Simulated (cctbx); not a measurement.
**A disordered crystal of nominal Ce6Eu4Os13**

Cell a = 10.1860 Å, b = 10.1860 Å, c = 10.1860 Å, α = 90.00°, β = 90.00°, γ = 90.00°; space group Im-3m (no. 229); nominal formula Ce6Eu4Os13.

The data are simulated with cctbx, not measured: Cu Kα, λ = 1.54184 Å, to d = 0.83 Å, 80 % of the full sphere, strongest reflection 20000 counts, noise from counting, a 4 % proportional error and a noise floor of 4 counts (s.d.); no absorption.

With every site full:

```text
Rint 0.041, 123 unique reflections to 0.83 A
cycle     R1     wR2    GooF  max shift (A)
   1  0.1170  0.2571  17.212   0.00119
   2  0.0123  0.0347   2.321   0.00000
final R1 0.0123 wR2 0.0347 GooF 2.321  parameters 10  data/parameter 12.3
atom        x        y        z      Ueq    occ   su(xyz)  su(Uiso or U11)
Os1    0.50000  0.15499  0.15499   0.0032  1.000  0.00004  0.0003
Os2    0.00000  0.00000  0.00000   0.0038  1.000  0.00000  0.0004
Eu1    0.25000  0.25000  0.25000   0.0039  1.000  0.00000  0.0003
Ce1    0.70268  0.00000  0.00000   0.0076  1.000  0.00010  0.0005
difference map: max 0.86 min -1.83 rms 0.27
Q1    0.0000  0.0000  0.0000    2    0.86  0.00 A from Os2
Q2    0.0792  0.0792  0.3495   48    0.66  1.26 A from Ce1
Q3    0.1898  0.1898  0.2614   48    0.63  0.87 A from Eu1
Q4    0.0000  0.0000  0.4169   12    0.56  1.22 A from Ce1
Q5    0.0422  0.0422  0.2002   48    0.54  1.16 A from Ce1
Q6    0.0000  0.1094  0.2890   48    0.53  1.12 A from Ce1
```

With the occupancies of the suspect sites free, each still typed as its main element:

```text
Rint 0.041, 123 unique reflections to 0.83 A
cycle     R1     wR2    GooF  max shift (A)
   1  0.0671  0.1461   9.823   0.00020
   6  0.0068  0.0149   0.999   0.00001
final R1 0.0068 wR2 0.0148 GooF 0.996  parameters 11  data/parameter 11.2
atom        x        y        z      Ueq    occ   su(xyz)  su(Uiso or U11)
Os1    0.50000  0.15498  0.15498   0.0038  1.000  0.00002  0.0001
Os2    0.00000  0.00000  0.00000   0.0042  1.000  0.00000  0.0002
Eu1    0.25000  0.25000  0.25000   0.0044  1.000  0.00000  0.0001
Ce1    0.70272  0.00000  0.00000   0.0049  0.942  0.00004  0.0003
su of occupancy Ce1: 0.003
difference map: max 0.56 min -0.53 rms 0.16
Q1    0.1783  0.1783  0.2511   48    0.57  1.03 A from Eu1
Q2    0.0000  0.0000  0.1153   12    0.52  1.17 A from Os2
Q3    0.0816  0.0816  0.3478   48    0.52  1.28 A from Ce1
Q4    0.1310  0.1310  0.1310   16    0.46  2.10 A from Eu1
Q5    0.0000  0.3461  0.4507   48    0.46  1.08 A from Os1
Q6    0.0539  0.0539  0.1793   48    0.45  1.43 A from Ce1
```

**Question.** What is the disorder?

X-rays count electrons. Ce1 refines to 0.942(0.003), or 54.6 electrons; the site truly holds 0.94 Ce, 54.5 electrons, which is 0.940 of Ce. A value under 1 can't tell vacancies from a lighter guest, and one over 1 needs a heavier guest; chemistry or a second radiation must settle which. Occupancy correlates with U and the scale, so the match is approximate.

Freeing them takes R1 from 0.0123 to 0.0068 and GooF from 2.32 to 1.00.

The model is made up (kin elements in a known structure type, no relaxation), so it says nothing on whether the phase exists.

[Middle refinement cycles are left out of these outputs.]

[Logs are printed without paths, hosts, clocks, repeated set-up lines and the standing remarks that a program may print on its own settings, such as how far it seeks lower states.]
